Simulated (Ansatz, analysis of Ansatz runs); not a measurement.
# MnBr2 (I4_1/amd): does an added hole stay on Mn?

Aim: the energy barrier that a trapped hole meets when it moves from one Mn atom to another one nearby in MnBr2 (I4_1/amd). The model is a cell of 48 host atoms.

Method: plane-wave PAW DFT, PBEsol+U; relaxation of all atoms of a supercell at fixed charge in a uniform background; PAW set soft_1, in Ansatz 0.2.0.

### Step 1. Starting point

The cell holds 48 atoms: 16 Mn and 32 Br. Cell: a = 10.952 Å, b = 10.952 Å, c = 10.950 Å, α = 90.0°, β = 90.0°, γ = 90.0°. It derives from MnBr2 (space group I4_1/amd). Nearest the centre at fractional (0.500, 0.500, 0.375): Br21 at 1.87 Å, Br48 at 1.87 Å, Mn15 at 1.94 Å, Mn6 at 1.94 Å, Br38 at 3.29 Å, Br19 at 3.29 Å, Mn12 at 3.35 Å, Mn1 at 3.35 Å.

Hubbard terms: Mn d 4.5 eV. They were chosen, not fitted, to curb self-interaction in the shells named, the trial site's among them. The two sites are Mn15 and Mn6. The cell's shortest repeat is 10.9 Å. The host's moments were started antiferromagnetic in the unit cell, high spin; both sites carry the same spin direction.

### Step 2. The cell without the carrier

The neutral cell is relaxed first, from small random displacements, so that bond lengths and moments with the carrier can be set beside those of a relaxed cell without it.

Contents of neutral.relax/input.yaml:

```yaml
crystal:
  lattice:
    - [10.95194635, -6.0e-08, 0.0]
    - [-6.0e-08, 10.95194635, 0.0]
    - [0.0, 0.0, 10.94977192]
  atoms:
    - { symbol: Mn, position: [0.375, 0.375, 0.625], spin: 5.0 }
    - { symbol: Mn, position: [0.375, 0.875, 0.125], spin: 5.0 }
    - { symbol: Mn, position: [0.875, 0.375, 0.125], spin: 5.0 }
    - { symbol: Mn, position: [0.875, 0.875, 0.625], spin: 5.0 }
    - { symbol: Mn, position: [0.375, 0.125, 0.875], spin: -5.0 }
    - { symbol: Mn, position: [0.375, 0.625, 0.375], spin: -5.0 }
    - { symbol: Mn, position: [0.875, 0.125, 0.375], spin: -5.0 }
    - { symbol: Mn, position: [0.875, 0.625, 0.875], spin: -5.0 }
    - { symbol: Mn, position: [0.125, 0.125, 0.625], spin: 5.0 }
    - { symbol: Mn, position: [0.125, 0.625, 0.125], spin: 5.0 }
    - { symbol: Mn, position: [0.625, 0.125, 0.125], spin: 5.0 }
    - { symbol: Mn, position: [0.625, 0.625, 0.625], spin: 5.0 }
    - { symbol: Mn, position: [0.125, 0.375, 0.875], spin: -5.0 }
    - { symbol: Mn, position: [0.125, 0.875, 0.375], spin: -5.0 }
    - { symbol: Mn, position: [0.625, 0.375, 0.375], spin: -5.0 }
    - { symbol: Mn, position: [0.625, 0.875, 0.875], spin: -5.0 }
    - { symbol: Br, position: [0.120873, 0.379127, 0.12153] }
    - { symbol: Br, position: [0.120873, 0.879127, 0.62153] }
    - { symbol: Br, position: [0.620873, 0.379127, 0.62153] }
    - { symbol: Br, position: [0.620873, 0.879127, 0.12153] }
    - { symbol: Br, position: [0.379127, 0.379127, 0.37847] }
    - { symbol: Br, position: [0.379127, 0.879127, 0.87847] }
    - { symbol: Br, position: [0.879127, 0.379127, 0.87847] }
    - { symbol: Br, position: [0.879127, 0.879127, 0.37847] }
    - { symbol: Br, position: [0.129127, 0.370873, 0.62847] }
    - { symbol: Br, position: [0.129127, 0.870873, 0.12847] }
    - { symbol: Br, position: [0.629127, 0.370873, 0.12847] }
    - { symbol: Br, position: [0.629127, 0.870873, 0.62847] }
    - { symbol: Br, position: [0.370873, 0.370873, 0.87153] }
    - { symbol: Br, position: [0.370873, 0.870873, 0.37153] }
    - { symbol: Br, position: [0.870873, 0.370873, 0.37153] }
    - { symbol: Br, position: [0.870873, 0.870873, 0.87153] }
    - { symbol: Br, position: [0.129127, 0.129127, 0.87153] }
    - { symbol: Br, position: [0.129127, 0.629127, 0.37153] }
    - { symbol: Br, position: [0.629127, 0.129127, 0.37153] }
    - { symbol: Br, position: [0.629127, 0.629127, 0.87153] }
    - { symbol: Br, position: [0.379127, 0.120873, 0.12153] }
    - { symbol: Br, position: [0.379127, 0.620873, 0.62153] }
    - { symbol: Br, position: [0.879127, 0.120873, 0.62153] }
    - { symbol: Br, position: [0.879127, 0.620873, 0.12153] }
    - { symbol: Br, position: [0.370873, 0.129127, 0.62847] }
    - { symbol: Br, position: [0.370873, 0.629127, 0.12847] }
    - { symbol: Br, position: [0.870873, 0.129127, 0.12847] }
    - { symbol: Br, position: [0.870873, 0.629127, 0.62847] }
    - { symbol: Br, position: [0.120873, 0.120873, 0.37847] }
    - { symbol: Br, position: [0.120873, 0.620873, 0.87847] }
    - { symbol: Br, position: [0.620873, 0.120873, 0.87847] }
    - { symbol: Br, position: [0.620873, 0.620873, 0.37847] }
basis:
  ecutwfc: 420
  xc_grid: 2
hamiltonian:
  xc: pbesol
  hubbard:
    sites: [{ species: Mn, l: d, u_eff: 4.5 }]
    projectors: ortho-atomic
  pseudopotentials: { kind: paw, azcp: { folder: soft_1 }, xc_functional: pbe }
kpoints:
  mp_grid: { grid: [1, 1, 1] }
magnetization:
  spin_polarized: true
  initial_magnetization: 0
  spin_locking: { lock_magnetization: hard }
scf:
  occupations: { method: fermi_dirac, width: 0.01 }
  max_iter: 120
  lower_state_search: "off"
output:
  forces: true
relax:
  f_tol: 0.02
  max_steps: 70
  random_displacement: { amplitude: 0.04, seed: 6722 }
checkpoint:
  write: "../neutral.relax.run"
  compress: false
  write_wavefunctions: true
  write_every: 100000
```

The run is started by

```sh
ansatz run input.yaml --threads 8 --pin off --max-ram 17899MiB --backend cpu --events-out ev --progress --plain --runs-dir out
```

Numbers of over 12 decimals in the logs are rounded to 6 here.

What it wrote:

```text
[... repeated set-up lines and file paths are left out, and long positions are rounded to six places ...]
Engine: ansatz 0.2.0, x86_64-unknown-linux-gnu
Pseudopotentials: kind: paw
Pseudopotential: Mn, paw, valence charge 15, recommended cutoff 420 eV (normal), soft_1/Mn.paw.azcp
Pseudopotential: Br, paw, valence charge 7, recommended cutoff 420 eV (normal), soft_1/Br.paw.azcp
Functional definition: PBEsol
  exchange = pbesol_x
  correlation = pbesol_c
Crystal: 48 atoms, lattice volume = 1313.372 Å³
Basis set: ecut = 420 eV, 25677 PW (Γ), exchange–correlation on 150×150×150 points (8 copies of the dense FFT grid, shifted against one another)
Bands: 280, of which v1, the nominal top of the filled ones, is band 232 counted from 1 (231 counted from 0)
Symmetry: 1 space group operations
k-points: 1
Non-local potential: Mn, projectors of the file, l = 0: 3, l = 1: 2, l = 2: 3, l = 3: 1
Non-local potential: Br, projectors of the file, l = 0: 2, l = 1: 2, l = 2: 2
PAW form: soft (Blöchl's): semilocal exchange-correlation on the pseudo side does not see the compensation charge
PAW frozen core: Mn, regenerated for the run's functional, and the local potential with it (the file was generated under x = pbe(κ = 0.804, μ = 0.219515), c = pbe(β = 0.066725))
PAW frozen core: Br, regenerated for the run's functional, and the local potential with it (the file was generated under x = pbe(κ = 0.804, μ = 0.219515), c = pbe(β = 0.066725))
PAW one-centre angular grid: Mn, 590 points (default); XC on 64 Gauss nodes
PAW one-centre angular grid: Br, 110 points (default); XC on 64 Gauss nodes
[...]
[... 1 atom left out ...]
  atom  21  Br    -0.00050289     0.00300431    -0.00174436
  [... 5 atoms left out ...]
  atom  27  Br     0.00624423    -0.00476976     0.00769798
  [... 10 atoms left out ...]
  atom  38  Br    -0.00213215    -0.00649981     0.00706632
  [... 3 atoms left out ...]
  atom  42  Br     0.00521764    -0.00014691     0.00265159
  [... 5 atoms left out ...]
  atom  48  Br    -0.00311384    -0.00530540    -0.00430020
  max |Σ_I F_I| component: 7.07e-5 eV/Å
--- Band table (eV) ---
  k-point 0 ↑: bands = ["-76.8841", "-76.8841", "-76.8831", "-76.8830", [... 272 left out ...] "9.0958", "9.2348", "9.2403", "9.2409"]
  k-point 0 ↓: bands = ["-76.8840", "-76.8839", "-76.8839", "-76.8838", [... 272 left out ...] "9.0972", "9.2346", "9.2400", "9.2403"]
Occupation matrices written to <dir>
--- Relaxed structure (4 steps of the walk, 4 accepted, 0 SCFs on fresh bases) ---
  F+E_penalty+E_count = -149489.55749604 eV   max|allowed force component| = 9.842e-3 eV/Å
  atoms:
    - { symbol: Mn, position: [0.374842, 0.375322, 0.625306] }
    - { symbol: Mn, position: [0.374709, 0.874608, 0.125653] }
[...]
- { symbol: Mn, position: [0.374987, 0.624968, 0.375291] }
[...]
- { symbol: Mn, position: [0.625336, 0.624864, 0.625903] }
[...]
- { symbol: Mn, position: [0.625039, 0.374950, 0.375283] }
[...]
- { symbol: Br, position: [0.620869, 0.378914, 0.621968] }
    [... 1 atom left out ...]
    - { symbol: Br, position: [0.379028, 0.378960, 0.378825] }
    [... 5 atoms left out ...]
    - { symbol: Br, position: [0.628749, 0.370725, 0.128787] }
    [... 10 atoms left out ...]
    - { symbol: Br, position: [0.379235, 0.621259, 0.621757] }
    [... 3 atoms left out ...]
    - { symbol: Br, position: [0.370490, 0.628746, 0.128835] }
    [... 5 atoms left out ...]
    - { symbol: Br, position: [0.621084, 0.620989, 0.379168] }
[key lines of the parts left out:]
SCF converged after 3 iterations
Magnetization: 0.0000 μB (232.0000 up, 232.0000 down)
Free energy (F): -149489.557496 eV
Fermi energy:    5.581642 (↑ 5.581923, ↓ 5.581364) eV
```

The job ended after 37 s (8 threads of AMD EPYC 7B13 (Zen 3), shared host; peak memory 2.3 GiB).

The largest displacement from an ideal site is 0.010 Å.

### Step 3. The hole on the first site

The nearest neighbour or neighbours of the site start displaced and the site's starting moment is changed by the carrier's spin, since a carrier doesn't trap itself in the undistorted lattice.

Contents of A.relax/input.yaml:

```yaml
crystal:
  lattice:
    - [10.95194635, -6.0e-08, 0.0]
    - [-6.0e-08, 10.95194635, 0.0]
    - [0.0, 0.0, 10.94977192]
  atoms:
    - { symbol: Mn, position: [0.374842, 0.375322, 0.625306], spin: 5.0 }
    - { symbol: Mn, position: [0.374709, 0.874608, 0.125653], spin: 5.0 }
    - { symbol: Mn, position: [0.874665, 0.374314, 0.126222], spin: 5.0 }
    - { symbol: Mn, position: [0.875165, 0.874778, 0.626171], spin: 5.0 }
    - { symbol: Mn, position: [0.374775, 0.124733, 0.875364], spin: -5.0 }
    - { symbol: Mn, position: [0.374987, 0.624968, 0.375291], spin: -5.0 }
    - { symbol: Mn, position: [0.874822, 0.124631, 0.376616], spin: -5.0 }
    - { symbol: Mn, position: [0.874917, 0.624676, 0.875967], spin: -5.0 }
    - { symbol: Mn, position: [0.125324, 0.124923, 0.625687], spin: 5.0 }
    - { symbol: Mn, position: [0.124475, 0.624767, 0.125492], spin: 5.0 }
    - { symbol: Mn, position: [0.62466, 0.124546, 0.125764], spin: 5.0 }
    - { symbol: Mn, position: [0.625336, 0.624864, 0.625903], spin: 5.0 }
    - { symbol: Mn, position: [0.124925, 0.374699, 0.8759], spin: -5.0 }
    - { symbol: Mn, position: [0.124803, 0.874824, 0.375673], spin: -5.0 }
    - { symbol: Mn, position: [0.625039, 0.37495, 0.375283], spin: -4.0 }
    - { symbol: Mn, position: [0.625095, 0.875023, 0.875728], spin: -5.0 }
    - { symbol: Br, position: [0.120502, 0.378793, 0.122491] }
    - { symbol: Br, position: [0.121077, 0.878935, 0.622331] }
    - { symbol: Br, position: [0.621051, 0.378731, 0.612836] }
    - { symbol: Br, position: [0.62066, 0.878741, 0.122324] }
    - { symbol: Br, position: [0.388158, 0.378777, 0.378643] }
    - { symbol: Br, position: [0.378998, 0.878801, 0.879087] }
    - { symbol: Br, position: [0.878866, 0.378595, 0.879512] }
    - { symbol: Br, position: [0.878826, 0.878657, 0.379626] }
    - { symbol: Br, position: [0.129099, 0.370959, 0.629048] }
    - { symbol: Br, position: [0.12879, 0.870784, 0.128949] }
    - { symbol: Br, position: [0.628567, 0.370908, 0.13792] }
    - { symbol: Br, position: [0.629194, 0.870839, 0.629199] }
    - { symbol: Br, position: [0.370848, 0.370849, 0.871909] }
    - { symbol: Br, position: [0.370777, 0.870969, 0.372168] }
    - { symbol: Br, position: [0.8619, 0.370922, 0.372822] }
    - { symbol: Br, position: [0.871155, 0.87079, 0.872535] }
    - { symbol: Br, position: [0.128798, 0.128892, 0.872212] }
    - { symbol: Br, position: [0.128862, 0.629047, 0.372126] }
    - { symbol: Br, position: [0.628706, 0.138084, 0.372494] }
    - { symbol: Br, position: [0.628771, 0.629024, 0.872283] }
    - { symbol: Br, position: [0.378854, 0.120708, 0.121865] }
    - { symbol: Br, position: [0.379235, 0.621259, 0.621757] }
    - { symbol: Br, position: [0.879184, 0.120826, 0.622886] }
    - { symbol: Br, position: [0.878517, 0.620659, 0.122283] }
    - { symbol: Br, position: [0.371154, 0.129157, 0.628998] }
    - { symbol: Br, position: [0.37049, 0.628746, 0.128835] }
    - { symbol: Br, position: [0.8707, 0.128326, 0.129891] }
    - { symbol: Br, position: [0.871209, 0.628666, 0.629559] }
    - { symbol: Br, position: [0.120849, 0.120729, 0.379287] }
    - { symbol: Br, position: [0.12105, 0.620643, 0.879009] }
    - { symbol: Br, position: [0.620911, 0.120897, 0.8791] }
    - { symbol: Br, position: [0.621266, 0.611859, 0.378986] }
total_charge: 1
basis:
  ecutwfc: 420
  xc_grid: 2
hamiltonian:
  xc: pbesol
  hubbard:
    sites: [{ species: Mn, l: d, u_eff: 4.5 }]
    projectors: ortho-atomic
  pseudopotentials: { kind: paw, azcp: { folder: soft_1 }, xc_functional: pbe }
kpoints:
  mp_grid: { grid: [1, 1, 1] }
magnetization:
  spin_polarized: true
  initial_magnetization: 1
  spin_locking: { lock_magnetization: hard }
scf:
  occupations: { method: fermi_dirac, width: 0.01 }
  max_iter: 120
  lower_state_search: "off"
output:
  forces: true
relax:
  f_tol: 0.015
  max_steps: 70
  escape_saddle: false
checkpoint:
  write: "../A.relax.run"
  compress: false
  write_wavefunctions: true
  write_every: 100000
```

What it wrote:

```text
[...]
Crystal: 48 atoms, lattice volume = 1313.372 Å³
Basis set: ecut = 420 eV, 25677 PW (Γ), exchange–correlation on 150×150×150 points (8 copies of the dense FFT grid, shifted against one another)
Bands: 280, of which v1, the nominal top of the filled ones, is band 232 counted from 1 (231 counted from 0)
[... 1 set-up line as in the run before ...]
[...]
k-points: 1
[...]
Starting moments: Σ|m| = 79 μB on 16 of 48 sites
[...]
SCF iter   1: F=—  HF=-149586.925153 eV  |F-HF|=—  |Δ(HF+E_count)|=         —  Δρ=2.00e-1 (↑2.00e-1 ↓1.95e-1)  dr2=1.96e3  dr2_m=1.54e2  M=1.000 μB ∫|m|=33.931 μB  β_m=0.30  ethr=3.10e-3  ⟨swp⟩=6.5  Hψ=2002  notcnv=0
[...]
SCF iter  17: F=-149493.319142 eV  HF=-149493.319139 eV  |F-HF|=3.00e-6  |Δ(HF+E_count)|=   3.20e-6  Δρ=5.93e-6 (↑5.10e-6 ↓5.93e-6)  dr2=2.04e-6  dr2_m=9.29e-8  M=1.000 μB ∫|m|=78.452 μB  ethr=1.21e-9  ⟨swp⟩=2.0  Hψ=1499  notcnv=0
SCF 1 converged in 17 iterations: F = -149493.319142 eV  dr2 = 2.04e-6
[...]
relax step   1: F+E_penalty+E_count = -149493.31914171 eV  Δ(F+E_penalty+E_count) = +0.000e0 eV  max|allowed force component| = 4.591e-1 eV/Å  Δτ_max = 0.0000 Å  (17 SCF iters, dr2 threshold 5.63e-6 eV, accepted)
[...]
relax step   2: F+E_penalty+E_count = -149493.41701001 eV  Δ(F+E_penalty+E_count) = -9.787e-2 eV  max|allowed force component| = 1.267e-1 eV/Å  Δτ_max = 0.1174 Å  (13 SCF iters, dr2 threshold 1.32e-5 eV, accepted)
relax step   3: F+E_penalty+E_count = -149493.44481967 eV  Δ(F+E_penalty+E_count) = -2.781e-2 eV  max|allowed force component| = 2.225e-2 eV/Å  Δτ_max = 0.0465 Å  (12 SCF iters, dr2 threshold 1.00e-6 eV, accepted)
SCF iter   1: F=—  HF=-149493.448169 eV  |F-HF|=—  |Δ(HF+E_count)|=         —  Δρ=2.87e-4 (↑2.03e-4 ↓2.87e-4)  dr2=2.23e-3  dr2_m=3.30e-4  M=1.000 μB ∫|m|=78.539 μB  β_m=0.30  ethr=5.26e-6  ⟨swp⟩=5.0  Hψ=1188  notcnv=0  defer=88
[...]
SCF iter  12: F=-149493.446173 eV  HF=-149493.446173 eV  |F-HF|=2.76e-8  |Δ(HF+E_count)|=  4.37e-10  Δρ=6.44e-7 (↑3.36e-7 ↓6.44e-7)  dr2=4.75e-8  dr2_m=9.40e-10  M=1.000 μB ∫|m|=78.541 μB  ethr=2.16e-11  ⟨swp⟩=3.0  Hψ=1206  notcnv=0
SCF 4 converged in 12 iterations: F = -149493.446173 eV  dr2 = 4.75e-8
relax step   4: F+E_penalty+E_count = -149493.44617340 eV  Δ(F+E_penalty+E_count) = -1.354e-3 eV  max|allowed force component| = 7.933e-3 eV/Å  Δτ_max = 0.0072 Å  (12 SCF iters, accepted)
NSCF: frozen V_eff on 1 k-points
[...]
SCF converged after 12 iterations
Stability checked in part: among states of this total moment the steps that led to this state did not find it unstable. No probe was made; neither looks for a lower state of another moment (fixed_total_moment; see scf.lower_state_search)
Magnetization: 1.0000 μB (232.0000 up, 231.0000 down)
Absolute magnetization: 78.5433 μB (∫|ρ↑−ρ↓|, with the PAW one-centre terms)
[...]
Per-site moments (μB) at R_I (Å): [(4.559016, 1.111639), (4.559488, 1.111906), (4.558976, 1.111608), [... 45 left out ...]
Free energy (F): -149493.446173 eV
[...]
Internal energy: -149493.429036 eV  (E = F + TS)
E sigma→0 (E₀):  -149493.437605 eV
Entropy (-TS):   -0.017137 eV (-0.357 meV/atom)
Fermi energy:    3.876487 (↑ 5.566615, ↓ 3.875378) eV
[...]
--- Forces (eV/Å), atoms counted from 1 ---
  atom   1  Mn     0.00524796     0.00534947    -0.00323682
  atom   2  Mn     0.00263619    -0.00204778     0.00069446
  [... 3 atoms left out ...]
  atom   6  Mn     0.00372212    -0.00367248     0.00333929
  [... 5 atoms left out ...]
  atom  12  Mn    -0.00471185    -0.00346813    -0.00150167
  [... 2 atoms left out ...]
  atom  15  Mn    -0.00060292    -0.00009572     0.00149537
  [... 3 atoms left out ...]
  atom  19  Br    -0.00230994     0.00141677     0.00721851
  [... 1 atom left out ...]
  atom  21  Br    -0.00271933    -0.00358423    -0.00005404
  [... 5 atoms left out ...]
  atom  27  Br     0.00203026    -0.00012997    -0.00793323
  [... 10 atoms left out ...]
  atom  38  Br    -0.00088048     0.00016052     0.00040793
  [... 3 atoms left out ...]
  atom  42  Br    -0.00375377     0.00469441     0.00335419
  [... 5 atoms left out ...]
  atom  48  Br     0.00305600     0.00244250    -0.00166413
  max |Σ_I F_I| component: 6.59e-6 eV/Å
--- Band table (eV) ---
[...]
Occupation matrices written to <dir>
--- Relaxed structure (4 steps of the walk, 4 accepted, 0 SCFs on fresh bases) ---
  F+E_penalty+E_count = -149493.44617340 eV   max|allowed force component| = 7.933e-3 eV/Å
  atoms:
    - { symbol: Mn, position: [0.374688, 0.374708, 0.625733] }
    - { symbol: Mn, position: [0.374776, 0.874876, 0.125667] }
    [... 3 atoms left out ...]
    - { symbol: Mn, position: [0.374756, 0.624978, 0.375580] }
    [... 5 atoms left out ...]
    - { symbol: Mn, position: [0.625050, 0.624997, 0.625715] }
    [... 2 atoms left out ...]
    - { symbol: Mn, position: [0.624915, 0.374816, 0.375705] }
    [... 3 atoms left out ...]
    - { symbol: Br, position: [0.621540, 0.378204, 0.620278] }
    [... 1 atom left out ...]
    - { symbol: Br, position: [0.378921, 0.378961, 0.379598] }
    [... 5 atoms left out ...]
    - { symbol: Br, position: [0.628272, 0.371414, 0.131176] }
    [... 10 atoms left out ...]
    - { symbol: Br, position: [0.378461, 0.621309, 0.620594] }
    [... 3 atoms left out ...]
    - { symbol: Br, position: [0.371505, 0.628201, 0.130643] }
    [... 5 atoms left out ...]
    - { symbol: Br, position: [0.620818, 0.620823, 0.379638] }
```

Elapsed: 54 s, on 8 threads; peak memory 2.3 GiB; 6.4 min of CPU time.

The steps of the relaxation:

| step | energy less that of the first step (eV) | largest force component (eV/Å) |
| --- | --- | --- |
| 1 | 0.0000 | 0.4591 |
| 2 | -0.0979 | 0.1267 |
| 3 | -0.1257 | 0.0223 |
| 4 | -0.1270 | 0.0079 |

The atoms that moved most (Å):

| atom | dx | dy | dz | length |
| --- | --- | --- | --- | --- |
| Br35 | 0.003 | -0.102 | -0.007 | 0.102 |
| Br21 | -0.101 | 0.002 | 0.010 | 0.102 |
| Br31 | 0.099 | -0.003 | -0.011 | 0.099 |
| Br48 | -0.005 | 0.098 | 0.007 | 0.099 |
| Br19 | 0.005 | -0.006 | 0.081 | 0.082 |
| Br27 | -0.003 | 0.006 | -0.074 | 0.074 |
| Br39 | -0.010 | 0.007 | -0.022 | 0.025 |
| Br17 | 0.013 | -0.007 | -0.020 | 0.025 |

The moves above count from the input, in which the site's nearest neighbours were already displaced; the distances below compare with the cell without the carrier.

Distances from Mn15 without and with the hole:

| atom | without (Å) | with (Å) |
| --- | --- | --- |
| Br27 | 2.70 | 2.68 |
| Br19 | 2.70 | 2.68 |
| Br31 | 2.69 | 2.69 |
| Br35 | 2.69 | 2.70 |
| Br21 | 2.69 | 2.69 |
| Br48 | 2.70 | 2.69 |

The largest changes of the moments are 0.03 μB on Mn15, 0.03 μB on Mn16 and 0.03 μB on Mn6. The carrier did not stay on the chosen site.

### Step 4. What came out

* carrier trapped on the chosen site: no
* size of the moment change on that site: 0.03 μB

What this shows: With PBEsol+U (4.5 eV) (Mn d 4.5 eV) the hole does not stay on the chosen Mn atom: it is spread over more than 30 atoms in effect, so no hop between such sites was computed. The magnetic order was assumed and need not be the ground state; parallel spins on neighbours help a carrier to spread. The search for lower electronic states was switched off. Another U, a hybrid or another start may give another answer. What this leaves open: sampling at the zone centre alone can move energies of charged and open-shell states by tenths of an eV or more in cells of this size; gap and trapping depend on the U chosen (Mn d 4.5 eV).

[Logs are printed without paths, hosts, clocks, repeated set-up lines and the standing remarks that a program may print on its own settings, such as how far it seeks lower states.]

[Hosts, paths, dates, database ids (printed as entryN), source tags and the programs' standing remarks are cut or masked in the printed files.]
